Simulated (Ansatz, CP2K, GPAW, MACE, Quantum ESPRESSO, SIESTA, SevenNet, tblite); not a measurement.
**Running random rock-salt alloy of CaS and PbS (64 atoms) with GPAW**

Wanted: GPAW inputs and outputs for random rock-salt alloy of CaS and PbS (64 atoms), checked against a plane-wave reference.

Program: GPAW 26.7.0. Level of theory: the method is named at each step. Results are calculated unless marked as measured.

## Step 1: The structure

The cell holds 64 atoms: 20 Pb, 32 S and 12 Ca. Cell: a = 11.688 Å, b = 11.688 Å, c = 11.688 Å, α = 90.0°, β = 90.0°, γ = 90.0°. It derives from CaS (rock-salt), repeated 2×2×2. Rock-salt CaS, 2 x 2 x 2 conventional cells, 20 of 32 Ca sites given to Pb at random (x = 0.625), lattice by Vegard's rule (a = 5.844 Å); not relaxed, displaced by a Gaussian of 0.02 Å. Then every atom was moved at random, 0.05 Å r.m.s. a Cartesian component.

The yardstick, on the same geometry:

```
method                                           : Kohn-Sham DFT, PBE, SSSP efficiency 1.3.0 pseudopotentials, plane waves (Quantum ESPRESSO 7.5); sssp-pbe-1.3.0-efficiency, cutoffs 45/360 Ry, Γ point
r.m.s. force component                           : 0.3359 eV/Å
longest force                                    : 1.231 eV/Å
pressure                                         : 3.294 GPa
gap (highest filled to lowest empty level) : 1.077 eV
time                                             : 7.7 min on 4 MPI ranks of Arm Neoverse V2, shared host
CPU time                                         : 31 min
```

## Step 2: PBE, LCAO dzp, h 0.2 Å

Method: Kohn-Sham DFT, PBE, PAW, atomic orbitals (dzp).

Input file run.py:

```python
import numpy as np
from ase.io import read
from gpaw import GPAW, FermiDirac

atoms = read("structure.xyz")
atoms.calc = GPAW(
    mode="lcao",
    basis="dzp",
    h=0.2,
    xc="PBE",
    kpts={"size": (1, 1, 1), "gamma": True},
    occupations=FermiDirac(0.05),
    maxiter=200,
    symmetry={"point_group": False},
    txt="gpaw.txt",
)
energy = atoms.get_potential_energy(force_consistent=True)
forces = atoms.get_forces()
print(f"energy {energy:.6f} eV")
print("forces (eV/A)")
for i, (a, f) in enumerate(zip(atoms, forces)):
    print(f"{i:4d} {a.symbol:2s} {f[0]:10.5f} {f[1]:10.5f} {f[2]:10.5f}")
print(f"Fermi level {atoms.calc.get_fermi_level():.4f} eV")
for k in range(len(atoms.calc.get_ibz_k_points())):
    for s in range(atoms.calc.get_number_of_spins()):
        e = atoms.calc.get_eigenvalues(kpt=k, spin=s)
        n = np.searchsorted(e, atoms.calc.get_fermi_level())
        print(f"k {k} spin {s} levels about the Fermi level:", np.round(e[max(n - 6, 0):n], 4).tolist(), "|", np.round(e[n:n + 6], 4).tolist())
```

Input file structure.xyz:

```xyz
64
Lattice="11.68760 0.00000 0.00000 0.00000 11.68760 0.00000 0.00000 0.00000 11.68760" Properties=species:S:1:pos:R:3 pbc="T T T"
Pb 0.05891 0.04336 11.67895
S 2.95556 0.02571 11.65137
Pb 11.65289 2.84172 2.89011
S 2.94387 2.90858 2.79345
Ca 2.86428 11.61362 3.01563
S 11.66481 0.01578 2.87912
Ca 2.90706 2.94294 11.66107
S 0.05294 2.92108 11.68550
Pb 0.01543 0.04850 5.81026
S 2.88485 11.61736 5.86460
Ca 11.65289 2.85142 8.83816
S 2.90671 2.93815 8.74069
Ca 2.98583 0.06358 8.74361
S 11.68690 11.66481 8.72900
Pb 2.94563 2.94037 5.82861
S 0.02466 2.93733 5.80102
Pb 0.02770 5.82849 11.64716
S 2.93172 5.83141 11.57739
Pb 11.67428 8.74910 2.96456
S 2.91161 8.71404 2.87877
Ca 2.90974 5.85525 2.95860
S 0.06884 5.86858 2.93359
Pb 2.93464 8.80345 11.66680
S 11.64459 8.77891 11.67346
Pb 11.62460 5.89113 5.76654
S 2.92178 5.78641 5.82159
Pb 11.59585 8.75004 8.77412
S 2.85785 8.84997 8.86353
Pb 2.96386 5.73405 8.79118
S 11.62238 5.80535 8.74957
Ca 3.01727 8.84366 5.85373
S 0.03740 8.70609 5.81844
Ca 5.92713 0.01905 0.03004
S 8.70831 11.64810 11.67731
Pb 5.83328 2.85493 2.92938
S 8.66998 2.93078 2.82653
Pb 8.71813 0.03892 2.97543
S 5.81259 0.04710 2.84874
Pb 8.68821 3.01049 11.67404
S 5.80804 2.95626 11.67206
Ca 5.88097 11.67895 5.83655
S 8.75273 11.61958 5.78980
Pb 5.81049 2.88532 8.78580
S 8.82554 2.93452 8.73671
Pb 8.75915 0.02045 8.81432
S 5.84240 11.62601 8.81327
Ca 8.71334 2.96409 5.79845
S 5.84590 2.92424 5.88436
Ca 5.82066 5.90715 11.66411
S 8.79784 5.91685 11.63699
Pb 5.92199 8.76617 2.91477
S 8.83127 8.76664 2.99074
Pb 8.70925 5.87232 2.86393
S 5.74960 5.82148 2.97625
Ca 8.83173 8.72701 11.64926
S 5.79483 8.89707 0.01216
[... 4 atom lines left out ...]
Pb 8.77108 5.84953 8.72269
S 5.93391 5.90165 8.63351
Pb 8.72994 8.82671 5.79506
S 5.79273 8.78615 5.90352
```

The run is started by

```console
> OMP_NUM_THREADS=1 python run.py > output.txt
```

Log:

```text
energy -281.998887 eV
forces (eV/A)
   0 Pb   -0.15091   -0.31219   -0.08277
   1 S     0.28110    0.48237    0.10485
   2 Pb    0.16429    0.36449    0.17782
   3 S    -0.28411   -0.00960   -0.08830
   4 Ca    0.13138    0.23887   -0.53496
   5 S     0.25191   -0.14779    0.17048
   6 Ca    0.11982   -0.13506    0.13747
   7 S     0.27266    0.02013   -0.36479
   8 Pb   -0.14396   -0.11641    0.15084
   9 S     0.64302   -0.07575   -0.05706
  10 Ca    0.02021    0.35293   -0.42928
  11 S    -0.32355   -0.73865    0.56366
  12 Ca   -0.34854   -0.46291    0.23229
  13 S     0.27723    0.54995    0.06987
  14 Pb   -0.23999   -0.00368   -0.37443
  15 S    -0.60589   -0.25384    0.42742
  16 Pb   -0.02307    0.28215    0.00475
  17 S     0.49907   -0.49372    0.83279
  18 Pb    0.19898   -0.09426   -0.15498
  19 S     0.20597    0.20506    0.78433
  20 Ca   -0.04858   -0.13339   -0.09627
  21 S     0.05874   -0.05145   -0.25335
  22 Pb   -0.30849    0.04632    0.04556
  23 S    -0.45329   -0.09673    0.17821
[...]
56 Pb    0.07685   -0.11475   -0.39691
  57 S    -0.24574   -0.50234   -0.02011
  58 Ca   -0.57745   -0.08997    0.00716
  59 S    -0.45799    0.04375    0.24590
  60 Pb    0.24893   -0.08813   -0.17294
  61 S    -0.47129    0.29126    1.09709
  62 Pb    0.36080   -0.55853    0.39682
  63 S    -0.07323    0.54793    0.10873
Fermi level 6.5089 eV
k 0 spin 0 levels about the Fermi level: [5.3031, 5.4106, 5.5332, 5.7915, 5.8883, 5.9743] | [7.0661, 7.0772, 7.2034, 7.2505, 7.7547, 7.7958]
```

gpaw.txt:

```text
Input parameters:
  mode=LCAO(),
  basis={'default': 'dzp'},
  h=0.2,
  kpts=MonkhorstPack(size=(1, 1, 1), gamma=True),
  maxiter=200,
  occupations=Occupations(name='fermi-dirac', width=0.05, fixmagmom=False),
  symmetry=Symmetry(point_group=False),
  xc=XC(name='PBE')
Unit cell  # Å
| periodic |         x |         y |         z |   lengths |    angles |
|----------|-----------|-----------|-----------|-----------|-----------|
|      yes | 11.687600 |  0.000000 |  0.000000 | 11.687600 | 90.000000 |
|      yes |  0.000000 | 11.687600 |  0.000000 | 11.687600 | 90.000000 |
|      yes |  0.000000 |  0.000000 | 11.687600 | 11.687600 | 90.000000 |
Number of symmetries: 1
Symmetry operations  # r_c * U_cc + t_c -> r_c
|   | kind |            matrix            |
|---|------|------------------------------|
| 0 |  E   |  1, 0, 0,  0, 1, 0,  0, 0, 1 |
BZ-sampling:
  Number of BZ points: 1
  Number of IBZ points: 1
  Monkhorst-Pack size: [1, 1, 1]
  Monkhorst-Pack shift: [0, 0, 0]
[... lines left out ...]
eigensolver:
density mixing:
  MSR1-Mixer
occupation numbers:
  Fermi-Dirac:
    width: 0.0500  # eV
FastPoissonSolver using
    Stencil: 6*3+1=19 point O(h^6) finite-difference Laplacian
xc functional:
  name: PBE with 2 nearest neighbor stencil
interpolation: tri-quintic # 5. degree polynomial
Initialization done in: 10.404 s
convergence criteria:
- Maximum [total energy] change in last 3 cyles: 0.0005 eV / valence electron
- Maximum integral of absolute [dens]ity change: 0.0001 electrons / valence electron
- Maximum integral of absolute [eigenst]ate change: 4e-08 eV^2 / valence electron
maximum number of iterations: 200
SCF iterations
|iter     |      energy | eigst |  dens |
|---------|-------------|-------|-------|
|iter:   1| -291.577258 |      c|       |
|iter:   2| -288.951943 |      c| -1.27 |
|iter:   3| -282.084907 |      c| -1.31 |
|iter:   4| -282.212461 |      c| -1.79 |
|iter:   5| -282.035967c|      c| -2.07 |
|iter:   6| -282.003601c|      c| -2.27 |
|iter:   7| -281.999326c|      c| -2.89 |
|iter:   8| -281.998934c|      c| -3.43 |
|iter:   9| -281.998857c|      c| -3.78 |
|iter:  10| -281.998854c|      c| -4.10c|
Converged in 10 steps
SCF loop duration: 160.540 s (16.054 s/step)
Energy contributions relative to reference atoms: (reference = -11915063.534791)
Energy contributions:
  Kinetic:         590.338034
  Coulomb:        -550.483427
  Zero:              0.981025
  External:          0.000000
  Xc:             -322.834452
  Entropy:          -0.000067
  Spinorbit:         0.000000
  ----------------------------
  Free energy:    -281.998887
  Extrapolated:   -281.998854
dipole moment: (83.613454, -124.278213, 482.115647)  # |e|*Ang
Fermi level: 6.509
Eigenvalues  # (at kpt = [0.000, 0.000, 0.000])
| band index |      eig [eV] | occ [0-2] |
|------------|---------------|-----------|
|          0 |       -35.001 |     2.000 |
|        ... |               |           |
|        288 |         5.132 |     2.000 |
|        289 |         5.183 |     2.000 |
[...]
|        303 |         7.858 |     0.000 |
|        ... |               |           |
|        359 |        10.097 |     0.000 |
Gap: 1.092 eV
Transition (v -> c):
  (s=0, k=0, n=295, [0.00, 0.00, 0.00]) -> (s=0, k=0, n=296, [0.00, 0.00, 0.00])
No difference between direct/indirect transitions
Force computation time: 38.643  # s
timing:  # [seconds]
  Total:  209.616  # ━━━━━━━━━━━━━━━━━━━━━━━━━━━━━━━━━━━━━━━━━━━━━━━━━━━━━━━━
  Init:    10.404  # ━━━
  SCF:    160.540  # ━━━━━━━━━━━━━━━━━━━━━━━━━━━━━━━━━━━━━━━━━━━
  Forces:  38.643  # ━━━━━━━━━━╸
```

It took 3.5 min on 1 thread of Arm Neoverse V2, shared host; peak memory 1.9 GiB.

Banners, paths, timers and routine set-up lines are dropped from the logs unmarked, and long logs keep their key lines alone; longer cuts are marked.

Compared with the plane-wave run:

| Property | Result |
| --- | --- |
| r.m.s. force component | 0.3547 eV/Å |
| r.m.s. difference of force components | 36.18 meV/Å |
| longest difference of force vectors | 179.4 meV/Å |
| force difference over r.m.s. force | 10.77 % |
| slope of forces against the reference's | 1.052 |
| correlation of force components | 0.996 |
| gap (highest filled to lowest empty level) | 1.092 eV |
| gap difference | 0.0146 eV |

Length of the force difference by element (eV/Å):

```csv
element,atoms,mean,most
Ca,12,0.036,0.063
Pb,20,0.055,0.096
S,32,0.064,0.18
```

Levels nearest the highest filled one (eV from it): -0.67, -0.56, -0.44, -0.18, -0.09, 0.00, 1.09, 1.10, 1.23, 1.28, 1.78, 1.82.

A closer look about S28, which bears the longest force: 9 atoms, nearest first, numbered in the order of the input, with positions taken from that point.

```csv
atom,x,y,z,distance (Å),bonds,Fx,Fy,Fz (eV/Å)
S28,0.00,0.00,0.00,0.00,6,0.62,0.16,-1.07
Pb23,0.08,-0.05,2.80,2.80,6,-0.31,0.05,0.05
Ca13,0.13,2.90,-0.12,2.91,6,-0.35,-0.46,0.23
Pb27,-2.95,-0.10,-0.09,2.95,6,0.48,-0.08,0.01
Ca31,0.16,-0.01,-3.01,3.01,6,-0.71,-0.61,0.12
Ca59,3.09,-0.05,-0.07,3.10,6,-0.58,-0.09,0.01
Pb29,0.11,-3.12,-0.07,3.12,6,-0.31,0.82,-0.43
S2,0.10,2.86,2.79,4.00,6,0.28,0.48,0.10
S14,-2.86,2.81,-0.13,4.01,6,0.28,0.55,0.07
```

Atoms are counted from 1 here, from 0 in the log.

Forces lie 11 % from the reference's, at 0.11 times its CPU time (on 1 against 4 cores).

## Step 3: PBE, plane waves 550 eV

Method: Kohn-Sham DFT, PBE, PAW, plane waves.

Changes to run.py since step 2:

```diff
@@ -2,3 +2,4 @@
 from ase.io import read
-from gpaw import GPAW, FermiDirac
+from gpaw import GPAW, FermiDirac, PW
+from ase.parallel import parprint as print
 
@@ -6,5 +7,3 @@
 atoms.calc = GPAW(
-    mode="lcao",
-    basis="dzp",
-    h=0.2,
+    mode=PW(550),
     xc="PBE",
@@ -14,2 +13,3 @@
     symmetry={"point_group": False},
+    nbands=350,
     txt="gpaw.txt",
@@ -22,2 +22,6 @@
     print(f"{i:4d} {a.symbol:2s} {f[0]:10.5f} {f[1]:10.5f} {f[2]:10.5f}")
+stress = -atoms.get_stress(voigt=False) * 160.21766
+print("stress (GPa, compression positive)")
+for row in stress:
+    print(" ".join(f"{x:10.4f}" for x in row))
 print(f"Fermi level {atoms.calc.get_fermi_level():.4f} eV")
```

structure.xyz is that of step 2.

The run is started by

```console
> OMP_NUM_THREADS=1 mpirun -np 2 gpaw python run.py > output.txt
```

Log:

```text
energy -297.507361 eV
forces (eV/A)
   0 Pb   -0.10721   -0.27635   -0.06402
   1 S     0.18709    0.43413    0.13248
   2 Pb    0.15821    0.27604    0.16285
   3 S    -0.22708   -0.03620   -0.11224
   4 Ca    0.11579    0.22425   -0.50410
   5 S     0.23681   -0.11757    0.14591
[...]
61 S    -0.43215    0.28329    1.02756
  62 Pb    0.33388   -0.47735    0.31158
  63 S    -0.06107    0.50161    0.13566
stress (GPa, compression positive)
    2.2264    -0.0109    -0.0074
   -0.0109     3.5223     0.0173
   -0.0074     0.0173     3.8149
Fermi level 6.4580 eV
k 0 spin 0 levels about the Fermi level: [5.2888, 5.3936, 5.5182, 5.7803, 5.8758, 5.9588] | [6.9783, 6.9915, 7.1113, 7.1637, 7.6878, 7.7286]
```

gpaw.txt:

```text
Input parameters:
  mode=PW(ecut=550.0),
  kpts=MonkhorstPack(size=(1, 1, 1), gamma=True),
  maxiter=200,
  nbands=350,
  occupations=Occupations(name='fermi-dirac', width=0.05, fixmagmom=False),
[... lines left out ...]
  Converge bands: occupied
[... lines left out ...]
  Fermi-Dirac:
[... lines left out ...]
convergence criteria:
- Maximum [total energy] change in last 3 cyles: 0.0005 eV / valence electron
[... lines left out ...]
Converged in 16 steps
[... lines left out ...]
  Free energy:    -297.507361
[... lines left out ...]
Fermi level: 6.458
[... lines left out ...]
|        ... |               |           |
[...]
Gap: 1.020 eV
Transition (v -> c):
  (s=0, k=0, n=295, [0.00, 0.00, 0.00]) -> (s=0, k=0, n=296, [0.00, 0.00, 0.00])
No difference between direct/indirect transitions
Force computation time: 5.430  # s
Stress tensor  # eV/Ang^3
|         x |         y |         z |
|-----------|-----------|-----------|
[...]
|  0.000068 | -0.021985 | -0.000108 |
|  0.000046 | -0.000108 | -0.023810 |
Stress computation time: 29.299  # s
```

Wall time 3.9 min (2 MPI ranks); peak memory 1.8 GiB; 7.8 min of CPU time.

Compared with the plane-wave run:

* r.m.s. force component: 0.3235 eV/Å
* r.m.s. difference of force components: 17.53 meV/Å
* longest difference of force vectors: 56.01 meV/Å
* force difference over r.m.s. force: 5.22 %
* slope of forces against the reference's: 0.9624
* correlation of force components: 0.9993
* gap (highest filled to lowest empty level): 1.02 eV
* gap difference: -0.0577 eV
* pressure: 3.188 GPa
* pressure difference: -0.1064 GPa

Against the first run (11 %), the force difference from the reference is 5.2 %, at 2.2 times the CPU time (on 2 against 1 cores) (16 SCF steps against 10).

The difference per atom is largest on S (0.040 eV/Å on average, against 0.015 on Pb).

## Step 4: PBE, LCAO dzp, h 0.15 Å

Method: Kohn-Sham DFT, PBE, PAW, atomic orbitals (dzp).

Changes to run.py since step 3:

```diff
@@ -2,4 +2,3 @@
 from ase.io import read
-from gpaw import GPAW, FermiDirac, PW
-from ase.parallel import parprint as print
+from gpaw import GPAW, FermiDirac
 
@@ -7,3 +6,5 @@
 atoms.calc = GPAW(
-    mode=PW(550),
+    mode="lcao",
+    basis="dzp",
+    h=0.15,
     xc="PBE",
@@ -13,3 +14,2 @@
     symmetry={"point_group": False},
-    nbands=350,
     txt="gpaw.txt",
@@ -22,6 +22,2 @@
     print(f"{i:4d} {a.symbol:2s} {f[0]:10.5f} {f[1]:10.5f} {f[2]:10.5f}")
-stress = -atoms.get_stress(voigt=False) * 160.21766
-print("stress (GPa, compression positive)")
-for row in stress:
-    print(" ".join(f"{x:10.4f}" for x in row))
 print(f"Fermi level {atoms.calc.get_fermi_level():.4f} eV")
```

structure.xyz is that of step 3.

The run is started by

```console
> OMP_NUM_THREADS=1 python run.py > output.txt
```

Log:

```text
energy -283.522550 eV
forces (eV/A)
   0 Pb   -0.14096   -0.30772   -0.08098
   1 S     0.27186    0.51564    0.12964
   2 Pb    0.16218    0.35682    0.17473
   3 S    -0.24656   -0.01163   -0.11737
   4 Ca    0.12992    0.24242   -0.53394
   5 S     0.25618   -0.17656    0.16381
   6 Ca    0.11335   -0.12895    0.13441
   7 S     0.23612    0.01648   -0.37595
   8 Pb   -0.14588   -0.10861    0.14812
   9 S     0.66404   -0.12240   -0.03076
  10 Ca    0.01767    0.35552   -0.43140
  11 S    -0.35569   -0.70203    0.54403
  12 Ca   -0.34978   -0.46226    0.22957
  13 S     0.27852    0.48225    0.02762
  14 Pb   -0.23442   -0.00243   -0.37477
  15 S    -0.61184   -0.28983    0.42910
  16 Pb   -0.02312    0.28560   -0.00075
  17 S     0.45918   -0.44470    0.90566
  18 Pb    0.20320   -0.08890   -0.14816
  19 S     0.27823    0.21548    0.83239
  20 Ca   -0.05631   -0.12701   -0.09488
  21 S     0.03073   -0.03284   -0.21446
  22 Pb   -0.31143    0.05481    0.04730
  23 S    -0.49385   -0.07788    0.15389
[...]
56 Pb    0.07233   -0.10899   -0.38885
  57 S    -0.30062   -0.54560   -0.07321
  58 Ca   -0.57409   -0.08462    0.01222
  59 S    -0.46334    0.04260    0.23265
  60 Pb    0.24680   -0.09052   -0.18035
  61 S    -0.47940    0.31111    1.12839
  62 Pb    0.35497   -0.55100    0.38784
  63 S    -0.08504    0.54229    0.17774
Fermi level 6.5090 eV
k 0 spin 0 levels about the Fermi level: [5.3031, 5.4106, 5.5333, 5.7917, 5.8886, 5.9745] | [7.066, 7.0771, 7.2034, 7.2502, 7.7549, 7.7957]
```

gpaw.txt:

```text
Input parameters:
  mode=LCAO(),
  basis={'default': 'dzp'},
  h=0.15,
  kpts=MonkhorstPack(size=(1, 1, 1), gamma=True),
  maxiter=200,
  occupations=Occupations(name='fermi-dirac', width=0.05, fixmagmom=False),
  symmetry=Symmetry(point_group=False),
  xc=XC(name='PBE')
Unit cell  # Å
| periodic |         x |         y |         z |   lengths |    angles |
[... lines left out ...]
  Fermi-Dirac:
[... lines left out ...]
convergence criteria:
- Maximum [total energy] change in last 3 cyles: 0.0005 eV / valence electron
[... lines left out ...]
Converged in 10 steps
[... lines left out ...]
  Free energy:    -283.522550
  Extrapolated:   -283.522517
dipole moment: (83.605150, -124.281285, 482.075230)  # |e|*Ang
Fermi level: 6.509
Eigenvalues  # (at kpt = [0.000, 0.000, 0.000])
| band index |      eig [eV] | occ [0-2] |
|------------|---------------|-----------|
|          0 |       -35.000 |     2.000 |
|        ... |               |           |
|        288 |         5.132 |     2.000 |
|        289 |         5.183 |     2.000 |
[...]
|        303 |         7.858 |     0.000 |
|        ... |               |           |
|        359 |        10.096 |     0.000 |
Gap: 1.091 eV
Transition (v -> c):
  (s=0, k=0, n=295, [0.00, 0.00, 0.00]) -> (s=0, k=0, n=296, [0.00, 0.00, 0.00])
No difference between direct/indirect transitions
Force computation time: 71.434  # s
timing:  # [seconds]
  Total:  377.319  # ━━━━━━━━━━━━━━━━━━━━━━━━━━━━━━━━━━━━━━━━━━━━━━━━━━━━━━━━
  Init:    15.131  # ━━
  SCF:    290.725  # ━━━━━━━━━━━━━━━━━━━━━━━━━━━━━━━━━━━━━━━━━━━
  Forces:  71.434  # ━━━━━━━━━━╸
```

The job ended after 6.3 min (1 thread; peak memory 3.5 GiB).

Against the reference:

| Quantity | Value |
| --- | --- |
| r.m.s. force component | 0.3558 eV/Å |
| r.m.s. difference of force components | 28.67 meV/Å |
| longest difference of force vectors | 99.64 meV/Å |
| force difference over r.m.s. force | 8.535 % |
| slope of forces against the reference's | 1.057 |
| correlation of force components | 0.9982 |
| gap (highest filled to lowest empty level) | 1.091 eV |
| gap difference | 0.0143 eV |
| energy less the same-level run's | -23.81 meV/atom |
| r.m.s. force difference from the same-level run | 27.3 meV/Å |

Against the first run (11 %), the force difference from the reference is 8.5 %, at 1.8 times the CPU time: the tighter setting removes part of the difference.

(Continued in part 2 of 2.)

[Also dropped from logs without a mark: logging warnings of Python, and SIESTA's first energy breakdown and zero terms.]

[Logs are printed without paths, hosts, clocks, repeated set-up lines and the standing remarks that a program may print on its own settings, such as how far it seeks lower states.]

[Hosts, paths, dates, database ids (printed as entryN), source tags and the programs' standing remarks are cut or masked in the printed files.]
